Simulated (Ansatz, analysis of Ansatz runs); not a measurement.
# Migration in K3BrCl2 (P-3m1): V_K hop (4.5 Å), charge −1

How high is the barrier when K changes place in K3BrCl2 (P-3m1)? The case: V_K hop (4.5 Å), charge −1, in a cell of 54 host atoms with 1 K taken out.

Main program and level: Ansatz 0.2.0; plane-wave PAW DFT, PBEsol; nudged elastic band between two relaxed defect structures at fixed charge in a uniform background.

Most raw output is cut from this account.

### Step 1. Set-up

The cell holds 53 atoms: 26 K, 9 Br and 18 Cl. Its edges and angles: a = 13.448 Å, b = 13.448 Å, c = 11.001 Å, α = 90.0°, β = 90.0°, γ = 120.0°. It derives from K3BrCl2 (space group P-3m1). Nearest the centre at fractional (0.500, 0.500, 0.500): Cl30 at 2.20 Å, Cl29 at 2.20 Å, K25 at 2.24 Å, K26 at 3.78 Å, K27 at 3.78 Å, Cl36 at 3.86 Å, Cl47 at 3.86 Å, Cl12 at 3.86 Å. The cell carries charge −1.

The cell's shortest repeat is 11.0 Å.

### Step 2. Relaxation of the start point, charge −1

The ends come first: from an unrelaxed start the top is counted from too high an energy, and the barrier comes out too low. Small random displacements break the symmetry of the ideal sites, so that the defect can distort if it gains by it. The charge of −1 is set by the electron count, and a uniform background keeps the cell neutral.

qm1_c54k1s.start/input.yaml reads:

```yaml
crystal:
  lattice:
    - [13.44809205, 9.0e-08, 0.0]
    - [-6.7240461, 11.64638931, 0.0]
    - [0.0, 0.0, 11.00082975]
  atoms:
    - { symbol: K, position: [0.0, 0.0, 0.5] }
    - { symbol: K, position: [0.11111111, 0.22222222, 0.17740115] }
    - { symbol: K, position: [0.22222222, 0.11111111, 0.82259885] }
    - { symbol: Br, position: [0.0, 0.0, 0.0] }
    - { symbol: Cl, position: [0.11111111, 0.22222222, 0.66140328] }
    - { symbol: Cl, position: [0.22222222, 0.11111111, 0.33859672] }
    - { symbol: K, position: [0.0, 0.33333333, 0.5] }
    - { symbol: K, position: [0.11111111, 0.55555556, 0.17740115] }
    - { symbol: K, position: [0.22222222, 0.44444444, 0.82259885] }
    - { symbol: Br, position: [0.0, 0.33333333, 0.0] }
    - { symbol: Cl, position: [0.11111111, 0.55555556, 0.66140328] }
    - { symbol: Cl, position: [0.22222222, 0.44444444, 0.33859672] }
    - { symbol: K, position: [0.0, 0.66666667, 0.5] }
    - { symbol: K, position: [0.11111111, 0.88888889, 0.17740115] }
    - { symbol: K, position: [0.22222222, 0.77777778, 0.82259885] }
    - { symbol: Br, position: [0.0, 0.66666667, 0.0] }
    - { symbol: Cl, position: [0.11111111, 0.88888889, 0.66140328] }
    - { symbol: Cl, position: [0.22222222, 0.77777778, 0.33859672] }
    - { symbol: K, position: [0.33333333, 0.0, 0.5] }
    - { symbol: K, position: [0.44444444, 0.22222222, 0.17740115] }
    - { symbol: K, position: [0.55555556, 0.11111111, 0.82259885] }
    - { symbol: Br, position: [0.33333333, 0.0, 0.0] }
    - { symbol: Cl, position: [0.44444444, 0.22222222, 0.66140328] }
    - { symbol: Cl, position: [0.55555556, 0.11111111, 0.33859672] }
    - { symbol: K, position: [0.33333333, 0.33333333, 0.5] }
    - { symbol: K, position: [0.44444444, 0.55555556, 0.17740115] }
    - { symbol: K, position: [0.55555556, 0.44444444, 0.82259885] }
    - { symbol: Br, position: [0.33333333, 0.33333333, 0.0] }
    - { symbol: Cl, position: [0.44444444, 0.55555556, 0.66140328] }
    - { symbol: Cl, position: [0.55555556, 0.44444444, 0.33859672] }
    - { symbol: K, position: [0.33333333, 0.66666667, 0.5] }
    - { symbol: K, position: [0.44444444, 0.88888889, 0.17740115] }
    - { symbol: K, position: [0.55555556, 0.77777778, 0.82259885] }
    - { symbol: Br, position: [0.33333333, 0.66666667, 0.0] }
    - { symbol: Cl, position: [0.44444444, 0.88888889, 0.66140328] }
    - { symbol: Cl, position: [0.55555556, 0.77777778, 0.33859672] }
    - { symbol: K, position: [0.66666667, 0.0, 0.5] }
    - { symbol: K, position: [0.77777778, 0.22222222, 0.17740115] }
    - { symbol: K, position: [0.88888889, 0.11111111, 0.82259885] }
    - { symbol: Br, position: [0.66666667, 0.0, 0.0] }
    - { symbol: Cl, position: [0.77777778, 0.22222222, 0.66140328] }
    - { symbol: Cl, position: [0.88888889, 0.11111111, 0.33859672] }
    - { symbol: K, position: [0.66666667, 0.33333333, 0.5] }
    - { symbol: K, position: [0.77777778, 0.55555556, 0.17740115] }
    - { symbol: K, position: [0.88888889, 0.44444444, 0.82259885] }
    - { symbol: Br, position: [0.66666667, 0.33333333, 0.0] }
    - { symbol: Cl, position: [0.77777778, 0.55555556, 0.66140328] }
    - { symbol: Cl, position: [0.88888889, 0.44444444, 0.33859672] }
    - { symbol: K, position: [0.77777778, 0.88888889, 0.17740115] }
    - { symbol: K, position: [0.88888889, 0.77777778, 0.82259885] }
    - { symbol: Br, position: [0.66666667, 0.66666667, 0.0] }
    - { symbol: Cl, position: [0.77777778, 0.88888889, 0.66140328] }
    - { symbol: Cl, position: [0.88888889, 0.77777778, 0.33859672] }
total_charge: -1
basis:
  ecutwfc: 420
  xc_grid: 2
hamiltonian:
  xc: pbesol
kpoints:
  mp_grid: { grid: [1, 1, 1], shift: [0.25, 0.25, 0.25] }
scf:
  occupations: { method: fixed }
  max_iter: 150
output:
  forces: true
relax:
  f_tol: 0.02
  max_steps: 70
  random_displacement: { amplitude: 0.03, seed: 204 }
```

Command:

```sh
> ansatz run input.yaml --threads 32 --pin off --max-ram 84787MiB --backend cuda --events-out ev --progress --plain --runs-dir out --max-vram 78GiB
```

Run time: 2.4 s. Hardware: 1 × NVIDIA GB200 with 32 threads of Arm Neoverse V2, shared host; peak memory 1.3 GiB; 7.2 s of CPU time.

Step by step:

```
step  energy less that of the first step (eV)  largest force component (eV/Å)
   1                                   0.0000                          0.3774
   2                                  -0.4200                          0.0652
   3                                  -0.4363                          0.0150
```

The atoms that moved most (Å, from the sites as typed, ahead of the random displacement, the mean shift of all atoms taken out):

```
atom      dx      dy      dz  length
Cl53   0.152   0.086  -0.104   0.203
Cl30   0.003  -0.170  -0.108   0.202
Cl47   0.148  -0.083   0.108   0.202
Cl52   0.000   0.171   0.107   0.202
Cl36  -0.148   0.082  -0.109   0.201
Cl29  -0.148  -0.084   0.105   0.200
 K27   0.000   0.062  -0.076   0.098
 K49  -0.001  -0.058   0.075   0.095
```

Neighbours of K25 at the end:

```
atom  distance (Å)
Cl29         3.087
Cl30         3.088
Cl23         3.148
Cl12         3.157
 Cl5         3.181
 Cl6         3.184
 K27         4.310
 K26         4.317
```

This step gave:

* free energy: -83235.0094 eV
* r.m.s. move of the farther half of the atoms: 0.03986 Å
* largest move from the ideal geometry of this structure, a common shift of the far atoms taken out: 0.2080 Å

The relaxation gained 0.436 eV and ended with a largest force component of 0.015 eV/Å.

### Step 3. Relaxation of the end point, charge −1

The end point is relaxed in the same cell and settings, so that the two energies compare. Atoms more than 3.2 Å from the middle of the hop start where the first relaxation left them, the nearer ones on or close to their ideal places, with small random displacements.

qm1_c54k1s.end/input.yaml reads:

```yaml
crystal:
  lattice:
    - [13.44809205, 9.0e-08, 0.0]
    - [-6.7240461, 11.64638931, 0.0]
    - [0.0, 0.0, 11.00082975]
  atoms:
    - { symbol: K, position: [-0.00579984, -0.0059738, 0.50035142] }
    - { symbol: K, position: [0.11253925, 0.22112859, 0.17892095] }
[... 9 atom lines left out ...]
    - { symbol: Cl, position: [0.22084403, 0.4437869, 0.33739013] }
[... 10 atom lines left out ...]
    - { symbol: Cl, position: [0.44377012, 0.22112838, 0.66239549] }
[... 1 atom line left out ...]
    - { symbol: K, position: [0.666667, 0.666667, 0.5] }
    - { symbol: K, position: [0.44932128, 0.5582835, 0.18379863] }
    - { symbol: K, position: [0.5583223, 0.4498254, 0.81569088] }
[... 1 atom line left out ...]
    - { symbol: Cl, position: [0.44444444, 0.55555556, 0.66140328] }
    - { symbol: Cl, position: [0.55555556, 0.44444444, 0.33859672] }
    - { symbol: K, position: [0.33904217, 0.66663257, 0.50036948] }
[... 1 atom line left out ...]
    - { symbol: K, position: [0.55763558, 0.77479581, 0.81642338] }
[... 2 atom lines left out ...]
    - { symbol: Cl, position: [0.54819421, 0.78492317, 0.32862813] }
[... 6 atom lines left out ...]
    - { symbol: K, position: [0.66681921, 0.33866084, 0.49978178] }
[... 3 atom lines left out ...]
    - { symbol: Cl, position: [0.78534032, 0.54848236, 0.6712066] }
[... 5 atom lines left out ...]
    - { symbol: Cl, position: [0.9039952, 0.78523537, 0.32908675] }
total_charge: -1
basis:
  ecutwfc: 420
  xc_grid: 2
hamiltonian:
  xc: pbesol
kpoints:
  mp_grid: { grid: [1, 1, 1], shift: [0.25, 0.25, 0.25] }
scf:
  occupations: { method: fixed }
  max_iter: 150
output:
  forces: true
relax:
  f_tol: 0.02
  max_steps: 70
  random_displacement: { amplitude: 0.01, seed: 204 }
```

Wall time 2.3 s (1 × NVIDIA GB200 with 32 threads); peak memory 1.3 GiB.

Step by step:

```
step  energy less that of the first step (eV)  largest force component (eV/Å)
   1                                   0.0000                          0.4405
   2                                  -0.5431                          0.0908
   3                                  -0.5775                          0.0123
   4                                  -0.5775                          0.0123
```

The atoms that moved most (Å, from the sites as typed, ahead of the random displacement):

```
atom      dx      dy      dz  length
Cl53  -0.146  -0.081   0.120   0.205
Cl52   0.001  -0.163  -0.122   0.204
Cl30   0.147   0.091  -0.102   0.200
 Cl5  -0.138  -0.082   0.118   0.199
Cl29   0.005   0.172   0.101   0.199
 Cl6  -0.005  -0.157  -0.117   0.196
Cl36   0.147  -0.064   0.098   0.187
Cl47  -0.131   0.092  -0.096   0.187
```

Neighbours of K25 at the end:

```
atom  distance (Å)
Cl30         3.082
Cl29         3.082
Cl47         3.155
Cl36         3.155
Cl52         3.187
Cl53         3.187
 K27         4.312
 K26         4.313
```

Numbers from this step:

```yaml
free_energy: -83235.0102 eV
r_m_s_move_of_the_farther_half_of_the_atoms: 0.03776 Å
largest_move_from_the_ideal_geometry_of_this_structure_a_common_shift_of_the_far_atoms_taken_out: 0.1993 Å
```

The relaxation gained 0.578 eV and ended with a largest force component of 0.012 eV/Å. The end lies within 1 meV of the start.

### Step 4. Nudged elastic band, charge −1

3 movable images are laid between the ends on a pair-potential path, which keeps atoms from colliding in the first guess. Each image feels the true force across the path and a spring force along it. The highest image is set to climb to the top of the path.

This step: plane-wave PAW DFT, PBEsol; nudged elastic band between two relaxed defect structures at fixed charge in a uniform background.

qm1_c54k1s.neb/input.yaml reads:

```yaml
crystal:
  lattice:
    - [13.44809205, 9.0e-08, 0.0]
    - [-6.7240461, 11.64638931, 0.0]
    - [0.0, 0.0, 11.00082975]
  atoms:
    - { symbol: K, position: [-0.0056458, -0.00587277, 0.50021256] }
    - { symbol: K, position: [0.1126933, 0.22122962, 0.17878208] }
    - { symbol: K, position: [0.22144195, 0.11251301, 0.82055869] }
    - { symbol: Br, position: [-3.633e-05, 0.00011274, -0.00013581] }
    - { symbol: Cl, position: [0.11144738, 0.22300652, 0.65951779] }
    - { symbol: Cl, position: [0.2230533, 0.11105172, 0.34004191] }
    - { symbol: K, position: [-0.0002557, 0.33330525, 0.49944901] }
    - { symbol: K, position: [0.11282273, 0.55808836, 0.17895767] }
    - { symbol: K, position: [0.2187342, 0.44254762, 0.82498859] }
    - { symbol: Br, position: [0.00039845, 0.33352849, 0.00497028] }
    - { symbol: Cl, position: [0.1111703, 0.55561738, 0.65926303] }
    - { symbol: Cl, position: [0.22099807, 0.44388792, 0.33725127] }
    - { symbol: K, position: [-0.00536364, 0.66681306, 0.4993473] }
    - { symbol: K, position: [0.11518044, 0.89108565, 0.17481113] }
    - { symbol: K, position: [0.22110283, 0.77554249, 0.82046903] }
    - { symbol: Br, position: [-6.77e-06, 0.66693914, -6.824e-05] }
    - { symbol: Cl, position: [0.11283137, 0.89023928, 0.6623862] }
    - { symbol: Cl, position: [0.22252637, 0.77833228, 0.34042844] }
    - { symbol: K, position: [0.33361728, 8.071e-05, 0.50030976] }
    - { symbol: K, position: [0.44275403, 0.21898848, 0.17448547] }
    - { symbol: K, position: [0.5584897, 0.11266951, 0.82106764] }
    - { symbol: Br, position: [0.33363057, 0.00033447, -0.00541716] }
    - { symbol: Cl, position: [0.44392416, 0.22122941, 0.66225662] }
    - { symbol: Cl, position: [0.55561629, 0.11089539, 0.34077609] }
    - { symbol: K, position: [0.33921511, 0.33895718, 0.49991471] }
    - { symbol: K, position: [0.44947533, 0.55838453, 0.18365977] }
    - { symbol: K, position: [0.55847635, 0.44992642, 0.81555202] }
    - { symbol: Br, position: [0.33391419, 0.3339955, -0.00026329] }
    - { symbol: Cl, position: [0.43013071, 0.54854331, 0.67080959] }
    - { symbol: Cl, position: [0.54871805, 0.43000049, 0.32862901] }
    - { symbol: K, position: [0.33919621, 0.6667336, 0.50023062] }
    - { symbol: K, position: [0.44314548, 0.89126711, 0.17490042] }
    - { symbol: K, position: [0.55778963, 0.77489684, 0.81628452] }
    - { symbol: Br, position: [0.33403551, 0.66693918, -0.00043783] }
    - { symbol: Cl, position: [0.44383861, 0.88943087, 0.66198788] }
    - { symbol: Cl, position: [0.54834825, 0.78502419, 0.32848927] }
    - { symbol: K, position: [0.66668969, -0.00561074, 0.49989296] }
    - { symbol: K, position: [0.77591174, 0.2213865, 0.17899386] }
    - { symbol: K, position: [0.89110356, 0.11470993, 0.82509769] }
    - { symbol: Br, position: [0.66681386, 0.00010453, 0.0001169] }
    - { symbol: Cl, position: [0.77846026, 0.22280734, 0.65889823] }
    - { symbol: Cl, position: [0.88964848, 0.11221771, 0.33754315] }
    - { symbol: K, position: [0.66697325, 0.33876186, 0.49964292] }
    - { symbol: K, position: [0.77520932, 0.55814613, 0.18336684] }
    - { symbol: K, position: [0.89099425, 0.44323873, 0.82525439] }
    - { symbol: Br, position: [0.66697955, 0.33350694, -0.00030607] }
    - { symbol: Cl, position: [0.78549436, 0.54858339, 0.67106774] }
    - { symbol: Cl, position: [0.8897135, 0.44366575, 0.33712412] }
    - { symbol: K, position: [0.7754627, 0.88412658, 0.18406695] }
    - { symbol: K, position: [0.88407263, 0.77532995, 0.81625984] }
    - { symbol: Br, position: [0.66701707, 0.66686531, -8.865e-05] }
    - { symbol: Cl, position: [0.78534296, 0.90372594, 0.67097583] }
    - { symbol: Cl, position: [0.90414924, 0.7853364, 0.32894789] }
total_charge: -1
basis:
  ecutwfc: 420
  xc_grid: 2
hamiltonian:
  xc: pbesol
kpoints:
  mp_grid: { grid: [1, 1, 1], shift: [0.25, 0.25, 0.25] }
scf:
  occupations: { method: fixed }
  max_iter: 150
output:
  forces: true
neb:
  images: 3
  f_tol: 0.04
  climbing: true
  initial_path: idpp
  max_iterations: 45
  order_check: false
  final_atoms:
    - { symbol: K, position: [0.00584803, 0.00577236, 0.4998907] }
    - { symbol: K, position: [0.11609864, 0.22459146, 0.18420479] }
[... 9 atom lines left out ...]
    - { symbol: Cl, position: [0.21527465, 0.45150905, 0.3294247] }
[... 10 atom lines left out ...]
    - { symbol: Cl, position: [0.45162963, 0.21522698, 0.67030614] }
[... 1 atom line left out ...]
    - { symbol: K, position: [0.66133955, 0.66123982, 0.49986145] }
    - { symbol: K, position: [0.44206643, 0.5507281, 0.18397185] }
    - { symbol: K, position: [0.55071934, 0.44201183, 0.8157081] }
[... 1 atom line left out ...]
    - { symbol: Cl, position: [0.45200384, 0.57005356, 0.6704354] }
    - { symbol: Cl, position: [0.57016886, 0.4519721, 0.32923798] }
    - { symbol: K, position: [0.333532, 0.66099517, 0.49991613] }
[... 1 atom line left out ...]
    - { symbol: K, position: [0.55741896, 0.78127235, 0.82521225] }
[... 2 atom lines left out ...]
    - { symbol: Cl, position: [0.55616824, 0.77921602, 0.33736617] }
[... 6 atom lines left out ...]
    - { symbol: K, position: [0.66109319, 0.33344469, 0.49978455] }
[... 3 atom lines left out ...]
    - { symbol: Cl, position: [0.77934226, 0.55613519, 0.66234812] }
[... 5 atom lines left out ...]
    - { symbol: Cl, position: [0.88949214, 0.77804097, 0.33986583] }
```

It took 9.7 s on 1 × NVIDIA GB200 with 32 threads; peak memory 2.2 GiB; 37 s of CPU time.

The path, image by image:

```
image  path (Å)  energy (eV)     K25: x, y, z (Å)
    0     0.000       0.0000  2.283, 3.948, 5.499
    1     1.281       0.3610  2.687, 4.883, 5.420
    2     2.572       0.6680  2.961, 6.057, 5.168
    3     3.862       0.3610  3.841, 6.882, 5.420
    4     5.144      -0.0010  4.448, 7.701, 5.499
```

Numbers from this step:

| Item | Value |
| --- | --- |
| free energy | -83234.3408 eV |
| barrier forward | 0.6686 eV |
| barrier backward | 0.6694 eV |
| end less start | -7.95e-4 eV |
| hop length | 4.333 Å |

Track of the atom that was set to move:

```
image  x (Å)  y (Å)  z (Å)  nearest neighbour  distance (Å)
    0  2.283  3.948  5.499                 Cl         3.087
    1  2.687  4.883   5.42                 Cl         2.888
    2  2.961  6.057  5.168                 Cl         2.823
    3  3.841  6.882   5.42                 Cl         2.888
    4  4.448  7.701  5.499                 Cl         3.082
```

The band met its tolerance of 0.04 eV/Å after 8 iterations, with image 2 on top (the start counts as 0). K25, which moves farthest between the ends, has 6 Cl at 3.09 to 3.18 Å nearest at the start and 4 Cl at 2.82 to 3.22 Å at the top. In at least one step between neighbouring images a covalent bond changes partner or an atom goes far. The images sample such a step coarsely, so the top may lie higher.

### Step 5. What came out

| Property | Result |
| --- | --- |
| barrier forward | 0.67 eV (in doubt, see below) |
| barrier backward | 0.67 eV |
| end less start | 0.00 eV |
| hop length | 4.33 Å |
| band iterations, as the log counts them | 8 |

**Reading.** The top of the band lies 0.67 eV above the start and 0.67 eV above the end, which are alike in energy and neighbours. In at least one step between neighbouring images a covalent bond changes partner or an atom goes far. The images sample such a step coarsely, so the top may lie higher. At the top K25 stands 2.82 Å from its nearest Cl, 0.26 Å closer than at the start. The order of the top as a saddle was not checked for all atoms, so a bent path could be lower. No image-charge correction is applied; it largely cancels along a path if the charge stays localised alike. Keep in mind: one k-point off the zone centre stands for the whole zone.

[Logs are printed without paths, hosts, clocks, repeated set-up lines and the standing remarks that a program may print on its own settings, such as how far it seeks lower states.]

[Hosts, paths, dates, database ids (printed as entryN), source tags and the programs' standing remarks are cut or masked in the printed files.]
